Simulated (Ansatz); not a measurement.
# Bands, cutoff and cost in G0W0 for BaIBr (Pnma)

How do accuracy and time trade against each other in G0W0 on BaIBr (Pnma)?

Method: G0W0 on r2SCAN, plane waves, PAW, in Ansatz 0.2.0.

This is a report of a sequence of runs, with most program output left out.

## Step 1: The structure

Symmetry: Pnma, No. 62, orthorhombic system. The conventional cell has a = 8.814 Å, b = 5.124 Å, c = 10.192 Å, α = 90.00°, β = 90.00°, γ = 90.00°. Ba has 4 Br at 3.31 to 3.34 Å and 5 I at 3.67 to 3.76 Å nearest. Nearest to I lie 5 Ba at 3.67 to 3.76 Å. Br has 4 Ba at 3.31 to 3.34 Å nearest. Farther neighbours and most contacts between anions are not listed.

The cell and positions are those that the Materials Project relaxed with its own functionals (PBE, PBE+U or r2SCAN), kept fixed. Spin-orbit coupling is left out unless a step names it. The default PAW set here is soft_2. Its files were made with PBE.

## Step 2: 225 empty bands, screening to 36 eV

Now the one-shot GW correction: screening in the RPA, then the self-energy of the levels asked for.

input.yaml reads:

```yaml
crystal:
  lattice:
    - [8.81446039, 0.0, 0.0]
    - [0.0, 5.12429103, 0.0]
    - [0.0, 0.0, 10.19167839]
  atoms:
    - { symbol: Ba, position: [0.72882454, 0.25, 0.37513703] }
    - { symbol: Ba, position: [0.27117546, 0.75, 0.62486297] }
    - { symbol: Ba, position: [0.77117546, 0.75, 0.87513703] }
    - { symbol: Ba, position: [0.22882454, 0.25, 0.12486297] }
    - { symbol: I, position: [0.47161056, 0.25, 0.83177655] }
    - { symbol: I, position: [0.52838944, 0.75, 0.16822345] }
    - { symbol: I, position: [0.02838944, 0.75, 0.33177655] }
    - { symbol: I, position: [0.97161056, 0.25, 0.66822345] }
    - { symbol: Br, position: [0.8564719, 0.25, 0.06668585] }
    - { symbol: Br, position: [0.1435281, 0.75, 0.93331415] }
    - { symbol: Br, position: [0.6435281, 0.75, 0.56668585] }
    - { symbol: Br, position: [0.3564719, 0.25, 0.43331415] }
kpoints:
  mp_grid: { grid: [2, 4, 2] }
hamiltonian:
  xc: r2scan
scf:
  occupations: { method: fixed }
gw:
  n_empty_bands: 225
  ecut_chi: 36
  qp_bands: [v2, c2]
  qp_kpoints: band_edges
  screening: { model: contour_deformation }
```

On the command line:

```console
> ansatz run input.yaml --threads 32 --pin off --max-ram 129024MiB --backend cuda --events-out ev --progress --plain --runs-dir out --devices 1 --max-vram 157GiB
```

The job ended after 9.5 s (1 × NVIDIA GB200 with 32 threads of Arm Neoverse V2, shared host; peak memory 3.6 GiB; 32 s of CPU time).

This step gave:

- bands summed: 293
- RPA ε∞ on this mesh (eigenvalues): 3.395, 3.399, 3.399
- plane waves in the screening matrix: 213
- q-points in the mesh: 16
- G0W0 gap on the mesh: 5.227 eV
- k of the valence top: 0, 0, 0
- k of the conduction bottom: 0, 0, 0
- starting gap on the mesh: 3.992 eV
- Z at the valence top: 0.8156
- Z at the conduction bottom: 0.8403
- least direct G0W0 gap on the computed points: 5.227 eV

The gap on the mesh goes from 3.99 eV to 5.23 eV, a correction of +1.23 eV. Between the two edge states, bare exchange in place of the xc potential would open the gap by 6.63 eV, and correlation takes back 5.40 eV.

## Step 3: 638 empty bands, screening to 72 eV

Bands and screening cutoff are moved together, since each hides the error of the other.

input.yaml, as its differences from that of step 2:

```diff
@@ -25,4 +25,4 @@
 gw:
-  n_empty_bands: 225
-  ecut_chi: 36
+  n_empty_bands: 638
+  ecut_chi: 72
   qp_bands: [v2, c2]
```

Run time: 18 s. Hardware: 1 × NVIDIA GB200 with 32 threads; peak memory 6.5 GiB.

Numbers from this step:

```
bands summed                                 : 706
RPA ε∞ on this mesh (eigenvalues)            : 3.375, 3.375, 3.376
plane waves in the screening matrix          : 629
q-points in the mesh                         : 16
G0W0 gap on the mesh                         : 5.359 eV
k of the valence top                         : 0, 0, 0
k of the conduction bottom                   : 0, 0, 0
starting gap on the mesh                     : 3.992 eV
Z at the valence top                         : 0.8081
Z at the conduction bottom                   : 0.8376
least direct G0W0 gap on the computed points : 5.359 eV
```

Against the run with 2×4×2 mesh, 225 empty bands, screening to 36 eV, the gap moves by +0.13 eV.

## Step 4: 1374 empty bands, screening to 120 eV

input.yaml, as its differences from that of step 3:

```diff
@@ -25,4 +25,4 @@
 gw:
-  n_empty_bands: 638
-  ecut_chi: 72
+  n_empty_bands: 1374
+  ecut_chi: 120.0
   qp_bands: [v2, c2]
```

It took 42 s on 1 × NVIDIA GB200 with 32 threads; peak memory 11 GiB.

Numbers from this step:

```yaml
bands_summed: 1442
rpa_eps_infinity_on_this_mesh_eigenvalues: 3.372, 3.373, 3.373
plane_waves_in_the_screening_matrix: 1361
g0w0_gap_on_the_mesh: 5.523 eV
k_of_the_valence_top: 0, 0, 0
k_of_the_conduction_bottom: 0, 0, 0
starting_gap_on_the_mesh: 3.992 eV
least_direct_g0w0_gap_on_the_computed_points: 5.523 eV
```

Against the run with 2×4×2 mesh, 638 empty bands, screening to 72 eV, the gap moves by +0.16 eV.

## Step 5: Changing the k mesh: 2×2×2 mesh, 638 empty bands, screening to 72 eV

A second mesh at equal bands and cutoff isolates the sampling error. Bands and cutoff differ from the step before, so it is read against an earlier run that matches them.

input.yaml, as its differences from that of step 4:

```diff
@@ -19,3 +19,3 @@
 kpoints:
-  mp_grid: { grid: [2, 4, 2] }
+  mp_grid: { grid: [2, 2, 2] }
 hamiltonian:
@@ -25,4 +25,4 @@
 gw:
-  n_empty_bands: 1374
-  ecut_chi: 120.0
+  n_empty_bands: 638
+  ecut_chi: 72
   qp_bands: [v2, c2]
```

Run time: 9.1 s. Hardware: 1 × NVIDIA GB200 with 32 threads; peak memory 4.9 GiB; 36 s of CPU time.

This step gave:

```yaml
bands_summed: 706
rpa_eps_infinity_on_this_mesh_eigenvalues: 3.379, 3.385, 3.443
plane_waves_in_the_screening_matrix: 629
g0w0_gap_on_the_mesh: 5.337 eV
k_of_the_valence_top: 0, 0, 0
k_of_the_conduction_bottom: 0, 0, 0
starting_gap_on_the_mesh: 3.989 eV
least_direct_g0w0_gap_on_the_computed_points: 5.337 eV
```

Against the run with 2×4×2 mesh, 638 empty bands, screening to 72 eV, the gap moves by −0.02 eV.

## Step 6: Changing the frequency model: 2×4×2 mesh, 638 empty bands, screening to 72 eV, plasmon pole

A plasmon pole stands in for the full frequency dependence of the screening; this run shows what that costs in accuracy.

input.yaml, as its differences from that of step 5:

```diff
@@ -19,3 +19,3 @@
 kpoints:
-  mp_grid: { grid: [2, 2, 2] }
+  mp_grid: { grid: [2, 4, 2] }
 hamiltonian:
@@ -29,2 +29,2 @@
   qp_kpoints: band_edges
-  screening: { model: contour_deformation }
+  screening: { model: godby_needs }
```

The job ended after 18 s (1 × NVIDIA GB200 with 32 threads; peak memory 6.5 GiB; 2.3 min of CPU time).

This step gave:

| Quantity | Value |
| --- | --- |
| bands summed | 706 |
| plasmon-pole fit frequency | 20.18 eV |
| RPA ε∞ on this mesh (eigenvalues) | 3.375, 3.375, 3.376 |
| plane waves in the screening matrix | 629 |
| G0W0 gap on the mesh | 5.352 eV |
| k of the valence top | 0, 0, 0 |
| k of the conduction bottom | 0, 0, 0 |
| starting gap on the mesh | 3.992 eV |
| least direct G0W0 gap on the computed points | 5.352 eV |

Against the run with 2×4×2 mesh, 638 empty bands, screening to 72 eV, the gap moves by −0.008 eV.

## Step 7: Changing the files: 2×4×2 mesh, 638 empty bands, screening to 72 eV, hard PAW files

Other atomic data (hard PAW) test the pseudisation: the cutoff goes from 500 to 680 eV and the valence electrons from 136 to 176, which opens shells that were frozen.

input.yaml, as its differences from that of step 6:

```diff
@@ -22,2 +22,3 @@
   xc: r2scan
+  pseudopotentials: { kind: paw, source: ansatz }
 scf:
@@ -29,2 +30,2 @@
   qp_kpoints: band_edges
-  screening: { model: godby_needs }
+  screening: { model: contour_deformation }
```

It took 31 s on 1 × NVIDIA GB200 with 32 threads; peak memory 11 GiB; 2 min of CPU time.

This step gave:

| Quantity | Value |
| --- | --- |
| bands summed | 726 |
| RPA ε∞ on this mesh (eigenvalues) | 3.375, 3.375, 3.376 |
| plane waves in the screening matrix | 629 |
| G0W0 gap on the mesh | 5.363 eV |
| k of the valence top | 0, 0, 0 |
| k of the conduction bottom | 0, 0, 0 |
| starting gap on the mesh | 3.992 eV |
| least direct G0W0 gap on the computed points | 5.363 eV |

Against the run with 2×4×2 mesh, 638 empty bands, screening to 72 eV, the gap moves by +0.004 eV.

## Step 8: The runs together

Times are wall times on 1 × NVIDIA GB200 with 32 threads of Arm Neoverse V2, shared host, good to a factor of about two.

```csv
mesh,files,frequency,bands summed,cutoff (eV),start (eV),G0W0 (eV),time,host memory (GiB)
2×4×2,default PAW,contour deformation,293,36,3.992,5.227,9.5 s,3.6
2×4×2,default PAW,contour deformation,706,72,3.992,5.359,18 s,6.5
2×4×2,default PAW,contour deformation,1442,120,3.992,5.523,42 s,11
2×2×2,default PAW,contour deformation,706,72,3.989,5.337,9.1 s,4.9
2×4×2,default PAW,plasmon pole,706,72,3.992,5.352,18 s,6.5
2×4×2,hard PAW,contour deformation,726,72,3.992,5.363,31 s,11
```

How the two edges are built up, in eV (the quasiparticle level is the starting level plus Σx plus Σc less Vxc):

```csv
run,edge,start,Σx,Σc,Vxc,Z,QP
293 bands,valence top,4.74,-18.08,2.31,-15.34,0.82,4.32
293 bands,conduction bottom,8.73,-5.08,-3.08,-8.97,0.84,9.54
706 bands,valence top,4.74,-18.08,1.92,-15.34,0.81,3.92
706 bands,conduction bottom,8.73,-5.08,-3.34,-8.97,0.84,9.28
1442 bands,valence top,4.74,-18.08,1.65,-15.34,0.81,3.65
1442 bands,conduction bottom,8.73,-5.08,-3.45,-8.97,0.84,9.17
```

## Step 9: What came out

```yaml
293_bands_36_ev: 5.227 eV
706_bands_72_ev: 5.359 eV
1442_bands_120_ev: 5.523 eV
estimated_limit_in_bands_and_cutoff: 5.68 eV
mesh_and_start: 2×4×2, r2SCAN
```

What this shows: A line in one over the bands through the two highest rungs gives 5.68 eV, +0.16 eV from the top rung; the pair below gives 5.45 eV, so the estimate is still climbing. The rungs stand 0.45 eV (293 bands), 0.32 eV (706 bands) and 0.16 eV (1442 bands) from it. From 293 to 1442 bands the gap moves by +0.30 eV while the time grows 4.4-fold. Σc changes by −0.67 eV at the valence top and −0.37 eV at the conduction bottom, so both edges matter. On the 2×2×2 mesh in place of 2×4×2 the gap differs by −0.02 eV, of which −0.003 eV is already in the start. The plasmon-pole model gives −0.01 eV against contour deformation, 1 % of the correction, and saved no time in this program. Hard PAW files move the gap by +0.004 eV at equal bands and cutoff, −0.0003 eV of it in the start. The many-body steps are scalar-relativistic: spin-orbit coupling is not in them.

[Paths, hosts, dates, memory and timing lines, banners, echoed tables and standing remarks are left out of the program output.]

[Logs are printed without paths, hosts, clocks, repeated set-up lines and the standing remarks that a program may print on its own settings, such as how far it seeks lower states.]

[Runs of the session that timed out or met a known fault of the program may be left out.]

[Cells called generated may have been cut or substituted from an entry of the Crystallography Open Database or the Materials Project.]

[Hosts, paths, dates, database ids (printed as entryN), source tags and the programs' standing remarks are cut or masked in the printed files.]
